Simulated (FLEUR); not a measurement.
# Anisotropy of FePt (volume factor 1.12 on the database's cell) with FLEUR

Aim: the anisotropy of FePt (volume factor 1.12 on the database's cell) from single passes in the potential of one collinear state.

Calculated with FLEUR MaX-R8.1; PBE; all-electron FLAPW, Dirac cores, scalar-relativistic bands.

### Step 1. The starting structure

It takes space group P4/mmm (No. 123, tetragonal). The conventional cell has a = 2.828 Å, b = 2.828 Å, c = 3.863 Å, α = 90.00°, β = 90.00°, γ = 90.00°. Nearest to Fe lie 8 Pt at 2.78 Å and 4 Fe at 2.83 Å. Nearest to Pt lie 8 Fe at 2.78 Å and 4 Pt at 2.83 Å. Farther neighbours are not listed.

Structure file:

```xyz
2
Lattice="2.8284 0.0000 0.0000 0.0000 2.8284 0.0000 0.0000 0.0000 3.8632" Properties=species:S:1:pos:R:3 pbc="T T T"
Fe    0.0000    0.0000    0.0000
Pt    1.4142    1.4142    1.9316
```

The cell is strained on purpose: volume factor 1.12 on the database's cell.

### Step 2. The magnetic state

The force theorems are single passes in this state's potential, so it has to be converged first.

No symmetry is used, so that later steps may turn the spins freely; k and −k are joined. inpgen writes inp.xml from crystal.txt; cutoffs, mixing, functional, smearing and local orbitals are then set in the file. The k list scf (kpts.xml, not shown) is a Γ-centred 10×10×10 mesh; where the ranks do not divide the number of points, some are split in two of half the weight.

inp.xml reads:

```
<?xml version="1.0" encoding="UTF-8" standalone="no"?>
<fleurInput fleurInputVersion="0.39">
   <comment>
      FePt
   </comment>
   <calculationSetup>
      <cutoffs Kmax="3.6" Gmax="10.8" GmaxXC="10.8" numbands="0"/>
      <scfLoop itmax="110" minDistance="0.00002" maxIterBroyd="15" imix="Anderson" alpha="0.05" precondParam="0.0" spinf="2.0" sdNocoIR="T"/>
      <coreElectrons ctail="F" frcor="F" kcrel="0" coretail_lmax="0"/>
      <xcFunctional name="pbe" relativisticCorrections="F"/>
      <magnetism jspins="2" l_noco="F" l_ss="F">
         <qss>0.0 0.0 0.0</qss>
         <mtNocoParams l_mperp="F" l_mtNocoPot="F" l_relaxSQA="F" mag_mixing_scheme="0" mix_RelaxWeightOffD="1.0" l_constrained="F" mix_constr="1.0"/>
         <sourceFreeMag l_sourceFree="F" l_scaleMag="F" mag_scale="1.0"/>
      </magnetism>
      <soc l_soc="F" theta="0.0" phi="0.0" spav="F"/>
      <expertModes spex="0" secvar="F"/>
      <geometryOptimization l_f="F" forcealpha="1.0" forcemix="BFGS" epsdisp="0.00001" epsforce="0.00001"/>
      <ldaU l_linMix="F" mixParam="0.05" spinf="1.0"/>
   </calculationSetup>
   <cell>
      <bzIntegration valenceElectrons="32.0" mode="hist" fermiSmearingEnergy="0.00183747">
         <kPointListSelection listName="scf"/>
         <xi:include xmlns:xi="http://www.w3.org/2001/XInclude" href="kpts.xml"> </xi:include>
      </bzIntegration>
      <xi:include xmlns:xi="http://www.w3.org/2001/XInclude" href="sym.xml"> </xi:include>
      <bulkLattice scale="1.0">
         <bravaisMatrix>
            <row-1>    5.3448097946906410     0.0000000000000000     0.0000000000000000</row-1>
            <row-2>    0.0000000000000000     5.3448097946906410     0.0000000000000000</row-2>
            <row-3>    0.0000000000000000     0.0000000000000000     7.3004194631795247</row-3>
         </bravaisMatrix>
      </bulkLattice>
   </cell>
   <atomSpecies>
      <species name="Iron (Fe) 2.800" element="Fe" atomicNumber="26">
         <mtSphere radius="2.56" gridPoints="847" logIncrement="0.015"/>
         <atomicCutoffs lmax="10" lnonsphr="8"/>
         <electronConfig flipSpins="F">
            <coreConfig>(1s1/2) (2s1/2) (2p1/2) (2p3/2)</coreConfig>
            <valenceConfig>(3s1/2) (3p1/2) (3p3/2) (4s1/2) (3d3/2) (3d5/2)</valenceConfig>
            <stateOccupation state="(3d3/2)" spinUp="1.4" spinDown="1.0"/>
            <stateOccupation state="(3d5/2)" spinUp="3.0" spinDown="0.6"/>
         </electronConfig>
         <energyParameters s="4" p="4" d="3" f="4"/>
         <lo type="SCLO" l="0" n="3" eDeriv="0"/>
         <lo type="SCLO" l="1" n="3" eDeriv="0"/>
      </species>
      <species name="Platinum (Pt)" element="Pt" atomicNumber="78">
         <mtSphere radius="2.56" gridPoints="847" logIncrement="0.016"/>
         <atomicCutoffs lmax="10" lnonsphr="8"/>
         <electronConfig flipSpins="F">
            <coreConfig>(1s1/2) (2s1/2) (2p1/2) (2p3/2) (3s1/2) (3p1/2) (3p3/2) (4s1/2) (3d3/2) (3d5/2) (4p1/2) (4p3/2) (5s1/2) (4d3/2) (4d5/2) (4f5/2) (4f7/2)</coreConfig>
            <valenceConfig>(5p1/2) (5p3/2) (6s1/2) (5d3/2) (5d5/2)</valenceConfig>
            <stateOccupation state="(6s1/2)" spinUp="0.500000" spinDown="0.500000"/>
            <stateOccupation state="(5d3/2)" spinUp="1.800000" spinDown="1.800000"/>
            <stateOccupation state="(5d5/2)" spinUp="2.700000" spinDown="2.700000"/>
         </electronConfig>
         <energyParameters s="6" p="6" d="5" f="5"/>
         <lo type="SCLO" l="1" n="5" eDeriv="0"/>
      </species>
   </atomSpecies>
   <atomGroups>
      <atomGroup species="Iron (Fe) 2.800">
         <relPos label="                   1">.0000000000 .0000000000 .0000000000</relPos>
         <force calculate="T" relaxXYZ="TTT"/>
         <nocoParams  alpha="0.0" beta="0.0"/>
      </atomGroup>
      <atomGroup species="Platinum (Pt)">
         <relPos label="                   2">1.000/2.000 1.000/2.000 1.000/2.000</relPos>
         <force calculate="T" relaxXYZ="TTT"/>
         <nocoParams  alpha="0.0" beta="0.0"/>
      </atomGroup>
   </atomGroups>
   <output dos="F" band="F" slice="F">
      <bandDOS minEnergy="-.5*Htr" maxEnergy="0.5*Htr" sigma="0.015" storeEVData="T"/>
      <plotting iplot="0" polar="F">
         <plot TwoD="T" vec1="  1.0  0.0  0.0" vec2="  0.0  1.0  0.0" vec3="  0.0  0.0  1.0" zero="  0.0  0.0  0.0" file="plot"/>
      </plotting>
      <moessbauerParams electricFieldGradient="F" isomerShift="F" coreHyperfine="F" valenceHyperfine="F"/>
   </output>
</fleurInput>
```

crystal.txt reads:

```
FePt
&input film=F cartesian=F /
2.82835154000  0.00000000000  0.00000000000
0.00000000000  2.82835154000  0.00000000000
0.00000000000  0.00000000000  3.86321561000
1.8897261246
1.0 1.0 1.0

2
26 0.00000000000  0.00000000000  0.00000000000 : 2.800
78 0.50000000000  0.50000000000  0.50000000000

&kpt div1=10 div2=10 div3=10 gamma=T /
```

Started as:

```bash
> OMP_NUM_THREADS=1 inpgen -f crystal.txt -nosym -noco > inpgen.log  # inp.xml is then edited as shown
> OMP_NUM_THREADS=1 mpirun -n 4 fleur_MPI > fleur.log
```

Output:

```text
Welcome to FLEUR        (www.flapw.de)
      MaX-Release 8.1          (www.max-centre.eu)

 ========== k-point set info ==========
 Selected k-point list: scf
 k-point list type: mesh
 0 x 0 x 0
 Number of k points: 504

 ------------Calculation Setup---------------------------
 Number of MPI-tasks      :            4
 Number of PE/node        :            4
 Number of OMP-threads    :            1
 k-points in parallel     :            4
 pe's per k-point         :            1
 No of k-point loops      :          126
 Eigenvalue solver        :       lapack
 Number of basis functions:          196
 Approximate size of matrices (H+S) per k-point:         0.001 GB
 --------------------------------------------------------
 Complex matrix made real
 Complex matrix made real
 Iteration:     1   Distance:      37.41391219 me/bohr^3
 Iteration:     2   Distance:      13.36905612 me/bohr^3
 Iteration:     3   Distance:      11.59291755 me/bohr^3
 Iteration:     4   Distance:      10.05829847 me/bohr^3
 Iteration:     5   Distance:       9.96553385 me/bohr^3
 Iteration:     6   Distance:      10.85427328 me/bohr^3
 Iteration:     7   Distance:       3.12715966 me/bohr^3
 Iteration:     8   Distance:       2.97502196 me/bohr^3
 Iteration:     9   Distance:       1.02797327 me/bohr^3
 Iteration:    10   Distance:       1.08634517 me/bohr^3
 Iteration:    11   Distance:       0.18490975 me/bohr^3
 Iteration:    12   Distance:       0.17276490 me/bohr^3
 Iteration:    13   Distance:       0.06054358 me/bohr^3
 Iteration:    14   Distance:       0.02783097 me/bohr^3
 Iteration:    15   Distance:       0.01476402 me/bohr^3
 Iteration:    16   Distance:       0.01273312 me/bohr^3
 Iteration:    17   Distance:       0.00930743 me/bohr^3
 Iteration:    18   Distance:       0.00211312 me/bohr^3
 Iteration:    19   Distance:       0.00103498 me/bohr^3
 Iteration:    20   Distance:       0.00091663 me/bohr^3
 Iteration:    21   Distance:       0.00017230 me/bohr^3
 Iteration:    22   Distance:       0.00005907 me/bohr^3
 Iteration:    23   Distance:       0.00003409 me/bohr^3
 Iteration:    24   Distance:       0.00001069 me/bohr^3

 ********************************************************************
 Run finished successfully
 Stop message:
   all done
 ********************************************************************

--- out.xml (last complete iteration) ---
<iteration numberForCurrentRun="   24" overallNumber="   24">
         [... left out ...]
         <bandgap value="0.0000000000" units="eV"/>
         <sumValenceSingleParticleEnergies value="-20.6745647677" units="Htr"/>
         <FermiEnergy value="0.3442972917" units="Htr"/>
         <valenceDensity>
            <mtCharges spin="1">
               <mtCharge atomType="1" total="9.1671785" s="1.2307300" p="3.2262668" d="4.6798419" f="0.0222725"/>
               <mtCharge atomType="2" total="7.5281751" s="0.2657114" p="3.1670041" d="4.0687817" f="0.0203882"/>
            </mtCharges>
            <mtCharges spin="2">
               <mtCharge atomType="1" total="6.0097891" s="1.2199340" p="3.2370100" d="1.5239395" f="0.0213420"/>
               <mtCharge atomType="2" total="7.1413532" s="0.2853212" p="3.2102961" d="3.6234816" f="0.0173646"/>
            </mtCharges>
            <spinDependentCharge spin="1" total="17.7333285" interstitial="1.0379749" mtSpheres="16.6953536"/>
            <spinDependentCharge spin="2" total="14.2666715" interstitial="1.1155293" mtSpheres="13.1511423"/>
            <totalCharge value="32.0000000000"/>
         </valenceDensity>
         [... left out ...]
         <allElectronCharges>
            <spinDependentCharge spin="1" total="53.7333285" interstitial="1.0383745" mtSpheres="52.6949540"/>
            <spinDependentCharge spin="2" total="50.2666715" interstitial="1.1159313" mtSpheres="49.1507402"/>
            <totalCharge value="104.0000000057"/>
         </allElectronCharges>
         <magneticMomentsInMTSpheres units="muBohr">
            <globalMagMoment atomType="1" vec="0.00000   0.00000   3.15739"/>
            <localMagMoment atomType="1" vec="0.00000   0.00000   3.15739"/>
            <globalMagMoment atomType="2" vec="0.00000   0.00000   0.38682"/>
            <localMagMoment atomType="2" vec="0.00000   0.00000   0.38682"/>
         </magneticMomentsInMTSpheres>
         <moessbauerParams unitsHFF="kG" unitsIS="e/bohr^3" unitsEFG="Htr/bohr^2">
         </moessbauerParams>
         <totalEnergy value="   -19719.5444407247" units="Htr">
            <sumOfEigenvalues value="   -12069.2301099993">
               <coreElectrons value="-12048.5555452317"/>
               <valenceElectrons value="-20.6745647677"/>
            </sumOfEigenvalues>
            <densityCoulombPotentialIntegral value="-33929.5837831750"/>
            <densityEffectivePotentialIntegral value="-34469.7494555477"/>
            <chargeDenXCDenIntegral value="-413.2144181892"/>
            <FockExchangeEnergyValence value="0.0000000000"/>
            <FockExchangeEnergyCore value="0.0000000000"/>
            <atomTypeDependentContributions atomType="1">
               <electronNucleiInteractionDifferentMTs value="1521.1070408874"/>
               <MadelungTerm value="-9.0664654487"/>
            </atomTypeDependentContributions>
            <atomTypeDependentContributions atomType="2">
               <electronNucleiInteractionDifferentMTs value="23177.6421803695"/>
               <MadelungTerm value="-34.2417897907"/>
            </atomTypeDependentContributions>
            <tkbTimesEntropy value="0.0003815725"/>
            <freeEnergy value="-19719.5448222972"/>
            <extrapolationTo0K value="-19719.5446315109"/>
         </totalEnergy>
         <densityConvergence units="me/bohr^3">
            <chargeDensity spin="1" distance="0.0000077763"/>
            <chargeDensity spin="2" distance="0.0000069464"/>
            <overallChargeDensity distance="0.0000106863"/>
            <spinDensity distance="0.0000101612"/>
         </densityConvergence>
      </iteration>
```

The job ended after 4.2 min (4 MPI ranks of Intel Xeon Platinum 8488C (Sapphire Rapids), shared host; peak memory 0.67 GiB; 17 min of CPU time).

Numbers from this step:

- free energy: -536596.1508 eV
- program's band gap on this mesh (in a metal only a level spacing): 0 eV
- magnetization: 3.467 μB
- final state: ferromagnetic
- largest moment: 3.157 μB

After 24 cycles the largest moment stands at 3.16 μB.

### Step 3. Energy against the direction of the moments, rung 1

Anisotropy is a small difference, so it is taken from sums over occupied states at a frozen potential, where most errors cancel.

One pass with spin–orbit coupling for each direction, from the saved density. Inversion lets half of the mesh serve, which the program's warning doesn't know. The k list mae (kpts.xml, not shown) is a Γ-centred 14×14×10 mesh.

inp.xml, as its differences from that of step 2:

```diff
@@ -6,4 +6,4 @@
    <calculationSetup>
-      <cutoffs Kmax="3.6" Gmax="10.8" GmaxXC="10.8" numbands="0"/>
-      <scfLoop itmax="110" minDistance="0.00002" maxIterBroyd="15" imix="Anderson" alpha="0.05" precondParam="0.0" spinf="2.0" sdNocoIR="T"/>
+      <cutoffs Kmax="3.6" Gmax="10.8" GmaxXC="10.8" numbands="72"/>
+      <scfLoop itmax="1" minDistance="0.00002" maxIterBroyd="15" imix="Anderson" alpha="0.05" precondParam="0.0" spinf="2.0" sdNocoIR="T"/>
       <coreElectrons ctail="F" frcor="F" kcrel="0" coretail_lmax="0"/>
@@ -15,3 +15,3 @@
       </magnetism>
-      <soc l_soc="F" theta="0.0" phi="0.0" spav="F"/>
+      <soc l_soc="T" theta="0.0" phi="0.0" spav="F"/>
       <expertModes spex="0" secvar="F"/>
@@ -22,3 +22,3 @@
       <bzIntegration valenceElectrons="32.0" mode="hist" fermiSmearingEnergy="0.00183747">
-         <kPointListSelection listName="scf"/>
+         <kPointListSelection listName="mae"/>
          <xi:include xmlns:xi="http://www.w3.org/2001/XInclude" href="kpts.xml"> </xi:include>
@@ -81,2 +81,5 @@
    </output>
+   <forceTheorem>
+      <MAE theta="0.0 1.5707963 1.5707963 0.7853982" phi="0.0 0.0 0.7853982 0.0"/>
+   </forceTheorem>
 </fleurInput>
```

Started as:

```bash
> OMP_NUM_THREADS=1 mpirun -n 4 fleur_MPI -warn_only > fleur.log
```

Output:

```text
[banner, memory and clock lines left out]
Welcome to FLEUR        (www.flapw.de)
      MaX-Release 8.1          (www.max-centre.eu)
************FLEUR-Warning*****************
Error message: k-point set is not compatible to missing time-reversal symmetry in calculation.
Error occurred in subroutine: gen_bz
Error from PE:0/4
Other PEs with error messages:
     1-k-point set is not compatible to missing time-reversal symmetry in calculation.
*****************************************
************FLEUR-Warning*****************
Error message: k-point set is not compatible to missing time-reversal symmetry in calculation.
Error occurred in subroutine: gen_bz
Error from PE:1/4
*****************************************

 ========== k-point set info ==========
 Selected k-point list: mae
 k-point list type: mesh
 0 x 0 x 0
 Number of k points: 984

 [... set-up left out ...]
 ********************************************************************
 Run finished successfully
 Stop message:
   Forcetheorem MAE
 ********************************************************************

--- out.xml (force theorem) ---
<Forcetheorem_MAE Angles="4" units="Htr">
            <Angle theta="0.0000000" phi="0.0000000" ev-sum="-20.717861743"/>
            <Angle theta="1.5707963" phi="0.0000000" ev-sum="-20.717796592"/>
            <Angle theta="1.5707963" phi="0.7853982" ev-sum="-20.717794887"/>
            <Angle theta="0.7853982" phi="0.0000000" ev-sum="-20.717828995"/>
         </Forcetheorem_MAE>
```

It took 86 s on 4 MPI ranks; peak memory 1.2 GiB.

Anisotropy energies, by row:

```tsv
axis	x	y	z	band energy less the first axis' (meV a cell)
[001]	0	0	1	0
[100]	1	0	0	1.773
[110]	0.7071	0.7071	0	1.819
45 degrees from [001] toward [100]	0.7071	0	0.7071	0.8911
```

Indices are those of the standard conventional cell; x, y, z give the same directions in the axes of the input.

### Step 4. Energy against the direction of the moments, rung 2

A second rung shows how far the first can be trusted.

The k list mae (kpts.xml, not shown) is a Γ-centred 20×20×15 mesh.

inp.xml is that of step 3.

Output:

```text
[banner, memory and clock lines left out]
Welcome to FLEUR        (www.flapw.de)
      MaX-Release 8.1          (www.max-centre.eu)
************FLEUR-Warning*****************
Error message: k-point set is not compatible to missing time-reversal symmetry in calculation.
Error occurred in subroutine: gen_bz
Error from PE:0/4
Other PEs with error messages:
     1-k-point set is not compatible to missing time-reversal symmetry in calculation.
     2-k-point set is not compatible to missing time-reversal symmetry in calculation.
*****************************************
[...]
k-point list type: mesh
 0 x 0 x 0
 Number of k points: 3004

 [... set-up left out ...]
 ********************************************************************
 Run finished successfully
 Stop message:
   Forcetheorem MAE
 ********************************************************************

--- out.xml (force theorem) ---
<Forcetheorem_MAE Angles="4" units="Htr">
            <Angle theta="0.0000000" phi="0.0000000" ev-sum="-20.717896013"/>
            <Angle theta="1.5707963" phi="0.0000000" ev-sum="-20.717826111"/>
            <Angle theta="1.5707963" phi="0.7853982" ev-sum="-20.717827177"/>
            <Angle theta="0.7853982" phi="0.0000000" ev-sum="-20.717861468"/>
         </Forcetheorem_MAE>
```

Elapsed: 4.6 min, on 4 MPI ranks; peak memory 3 GiB; 18 min of CPU time.

Anisotropy energies, by row:

```tsv
axis	x	y	z	band energy less the first axis' (meV a cell)
[001]	0	0	1	0
[100]	1	0	0	1.902
[110]	0.7071	0.7071	0	1.873
45 degrees from [001] toward [100]	0.7071	0	0.7071	0.94
```

(Part 1 of 2 ends here.)

[Logs and program files are shortened in this print: banners, set-up blocks, solver, clock and traceback lines can be left out without a mark of their own.]

[Logs are printed without paths, hosts, clocks, repeated set-up lines and the standing remarks that a program may print on its own settings, such as how far it seeks lower states.]

[Hosts, paths, dates, database ids (printed as entryN), source tags and the programs' standing remarks are cut or masked in the printed files.]

[Where a cell is said to come from a database of computed structures, the database is the Materials Project.]
